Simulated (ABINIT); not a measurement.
## How slowly RPA converges: BaMg2Sb2 (P-3m1)

Aim: the RPA correlation energy of BaMg2Sb2 (P-3m1) as bands and response cutoff rise.

Calculated with ABINIT 10.8.3; LDA and many-body steps on it, plane waves.

Most raw output is cut from this account.

## (1) Starting point

Symmetry: P-3m1, No. 164, trigonal system. The conventional cell has a = 4.770 Å, b = 4.770 Å, c = 8.100 Å, α = 90.00°, β = 90.00°, γ = 120.00°. Nearest to Ba lie 6 Sb at 3.51 Å. Mg has 4 Sb at 2.89 Å nearest. Nearest to Sb lie 4 Mg at 2.89 Å and 3 Ba at 3.51 Å. Farther neighbours are not listed.

Coordinates:

```cif
data_structure
_symmetry_space_group_name_H-M 'P-3m1'
_symmetry_Int_Tables_number 164
_cell_length_a 4.7700
_cell_length_b 4.7700
_cell_length_c 8.1000
_cell_angle_alpha 90.000
_cell_angle_beta 90.000
_cell_angle_gamma 120.000
_cell_volume 159.61
loop_
_atom_site_label
_atom_site_type_symbol
_atom_site_symmetry_multiplicity
_atom_site_Wyckoff_symbol
_atom_site_fract_x
_atom_site_fract_y
_atom_site_fract_z
_atom_site_occupancy
Ba1 Ba 1 a 0.00000 0.00000 0.00000 1
Mg1 Mg 2 d 0.33333 0.66667 0.62470 1
Sb1 Sb 2 d 0.33333 0.66667 0.26800 1
```

The cell and positions come from the Crystallography Open Database and are kept as given unless a step says otherwise. Spin-orbit coupling is left out unless a step names it.

## (2) Empty states on the mesh, 3×3×1 mesh, 391 bands

This step: ABINIT 10.8.3; DFT, LDA, plane waves, norm-conserving pseudopotentials.

The sums over transitions need many empty states on a uniform mesh; this step solves for them.

run.abi

```
acell 3*1.0 Angstrom
rprim 
  4.770000000028 -0.000000000006 0.000000000000
  -2.385000000008 4.130941176079 0.000000000000
  0.000000000000 0.000000000000 8.100000000000
ntypat 3
znucl 56 12 51
natom 5
typat 1 2 2 3 3
xred 
  0.000000000000 0.000000000000 0.000000000000
  0.333333333333 0.666666666667 0.624700000000
  0.666666666667 0.333333333333 0.375300000000
  0.333333333333 0.666666666667 0.268000000000
  0.666666666667 0.333333333333 0.732000000000
pp_dirpath "pseudos"
pseudos "Ba.upf, Mg.upf, Sb.upf"
ecut 38
ngkpt 3 3 1
nshiftk 1
shiftk 0 0 0
kptopt 1
chksymbreak 0
iscf -2
irdden 1
istwfk *1
nband 391
nbdbuf 34
tolwfr 1e-09
nstep 60
prtvol 0
indata_prefix "in"
outdata_prefix "out"
tmpdata_prefix "tmp"
```

Started as:

```console
$ OMP_NUM_THREADS=1 mpirun -n 3 abinit run.abi > log
```

Run time: 5 min. Hardware: 3 MPI ranks of Intel Xeon 6975P-C (Granite Rapids), shared host; peak memory 0.59 GiB.

This step gave:

- gap: 1.040 eV
- k of the valence top: 0, 0, 0
- k of the conduction bottom: 0.3333, 0, 0
- least direct gap: 1.420 eV
- k points computed: 3
- lowest point of the top converged band, above the valence top: 84.2660 eV

On this mesh the gap is 1.040 eV.

The density comes from a self-consistent run that is not shown.

## (3) RPA energy: 3×3×1 mesh, 83 bands, screening to 32.7 eV

The RPA dielectric matrix is built and inverted for each q.

This step: RPA screening on LDA, plane waves, norm-conserving pseudopotentials.

run.abi: that of step 2 with these lines changed.

```diff
@@ -23,10 +23,15 @@
 chksymbreak 0
-iscf -2
-irdden 1
 istwfk *1
-nband 391
-nbdbuf 34
-tolwfr 1e-09
-nstep 60
-prtvol 0
+occopt 1
+irdwfk 1
+optdriver 3
+nband 83
+ecuteps 1.2
+inclvkb 2
+awtr 1
+symchi 1
+gwcalctyp 1
+nfreqre 0
+nfreqim 8
+gwrpacorr 1
 indata_prefix "in"
```

Started as:

```console
$ OMP_NUM_THREADS=1 mpirun -n 4 abinit run.abi > log
```

Wall time 11 s (4 MPI ranks); peak memory 0.97 GiB.

Numbers from this step:

- ε∞ with local fields, on this mesh, along the program's q direction: 20.18
- the same without local fields: 22.06
- plasma frequency: 22.77 eV
- plane waves in the screening matrix: 67
- RPA correlation energy: -16.39 eV

Local fields lower ε∞ by 9 %. On a Γ-centred mesh this coarse the value itself is usually too large, while a short band sum pulls it down.

## (4) RPA energy: 3×3×1 mesh, 145 bands, screening to 57.1 eV

run.abi: that of step 3 with these lines changed.

```diff
@@ -27,4 +27,4 @@
 optdriver 3
-nband 83
-ecuteps 1.2
+nband 145
+ecuteps 2.1
 inclvkb 2
```

Run time: 22 s. Hardware: 4 MPI ranks; peak memory 1.2 GiB.

Numbers from this step:

```
ε∞ with local fields, on this mesh, along the program's q direction : 19.66
the same without local fields                                       : 22.09
plasma frequency                                                    : 22.77 eV
plane waves in the screening matrix                                 : 147
RPA correlation energy                                              : -25.14 eV
```

## (5) RPA energy: 3×3×1 mesh, 242 bands, screening to 84.4 eV

run.abi: that of step 4 with these lines changed.

```diff
@@ -27,4 +27,4 @@
 optdriver 3
-nband 145
-ecuteps 2.1
+nband 242
+ecuteps 3.1
 inclvkb 2
```

Elapsed: 54 s, on 4 MPI ranks; peak memory 1.4 GiB.

This step gave:

```
ε∞ with local fields, on this mesh, along the program's q direction : 19.69
the same without local fields                                       : 22.10
plasma frequency                                                    : 22.77 eV
plane waves in the screening matrix                                 : 301
RPA correlation energy                                              : -34.27 eV
```

## (6) RPA energy: 3×3×1 mesh, 357 bands, screening to 111.6 eV

run.abi: that of step 5 with these lines changed.

```diff
@@ -27,4 +27,4 @@
 optdriver 3
-nband 242
-ecuteps 3.1
+nband 357
+ecuteps 4.1
 inclvkb 2
```

It took 1.9 min on 4 MPI ranks; peak memory 2 GiB.

Numbers from this step:

* ε∞ with local fields, on this mesh, along the program's q direction: 19.71
* the same without local fields: 22.11
* plasma frequency: 22.77 eV
* plane waves in the screening matrix: 403
* RPA correlation energy: -41.07 eV

## (7) RPA energy: 3×3×1 mesh, 145 bands, screening to 136.1 eV, 4 frequencies

run.abi: that of step 6 with these lines changed.

```diff
@@ -27,4 +27,4 @@
 optdriver 3
-nband 357
-ecuteps 4.1
+nband 145
+ecuteps 5
 inclvkb 2
@@ -34,3 +34,3 @@
 nfreqre 0
-nfreqim 8
+nfreqim 4
 gwrpacorr 1
```

Wall time 91 s (4 MPI ranks); peak memory 1.3 GiB; 6.1 min of CPU time.

This step gave:

| Quantity | Value |
| --- | --- |
| ε∞ with local fields, on this mesh, along the program's q direction | 19.62 |
| the same without local fields | 22.09 |
| plasma frequency | 22.77 eV |
| plane waves in the screening matrix | 573 |
| RPA correlation energy | -28.13 eV |

## (8) The rungs together

Times are wall times on 4 MPI ranks of Intel Xeon 6975P-C (Granite Rapids), shared host, good to a factor of about two.

| bands | cutoff (eV) | plane waves | frequencies | E_c (eV/atom) | time |
| --- | --- | --- | --- | --- | --- |
| 83 | 32.7 | 67 | 8 | -3.278 | 11 s |
| 145 | 57.1 | 147 | 8 | -5.029 | 22 s |
| 242 | 84.4 | 301 | 8 | -6.855 | 54 s |
| 357 | 111.6 | 403 | 8 | -8.214 | 1.9 min |
| 145 | 136.1 | 573 | 4 | -5.627 | 91 s |

## (9) Results

| Item | Value |
| --- | --- |
| 3×3×1 mesh, 83 bands, screening to 32.7 eV | -3.278 eV/atom |
| 3×3×1 mesh, 145 bands, screening to 57.1 eV | -5.029 eV/atom |
| 3×3×1 mesh, 242 bands, screening to 84.4 eV | -6.855 eV/atom |
| 3×3×1 mesh, 357 bands, screening to 111.6 eV | -8.214 eV/atom |
| limit by the two highest rungs | -10.83 eV/atom |

Rows off the diagonal of bands and cutoff are checks and stay out of the ladder. The energy is still falling: −1.360 eV/atom over the last rung. A line in cutoff^(−3/2) puts the limit near -10.83 eV/atom, 32 % beyond the top rung; the pair below gives -9.15, so the estimate is rough. The value holds the valence electrons of these pseudopotentials alone, on one mesh; differences between structures converge far faster than the total.

[Paths, hosts, dates, memory and timing lines, banners, echoed tables and standing remarks are left out of the program output.]

[Logs are printed without paths, hosts, clocks, repeated set-up lines and the standing remarks that a program may print on its own settings, such as how far it seeks lower states.]

[Runs of the session that timed out or met a known fault of the program may be left out.]

[Hosts, paths, dates, database ids (printed as entryN), source tags and the programs' standing remarks are cut or masked in the printed files.]

[G0W0 gaps are taken among the corrected bands and points alone; a level outside them can change the order at an edge.]

[Where Ansatz stands beside ABINIT at settings called matched, ABINIT's density can come from a denser mesh and the files from another edition; pairs whose starting gaps differed by over 0.03 eV were left out, so agreement reads better than it is.]
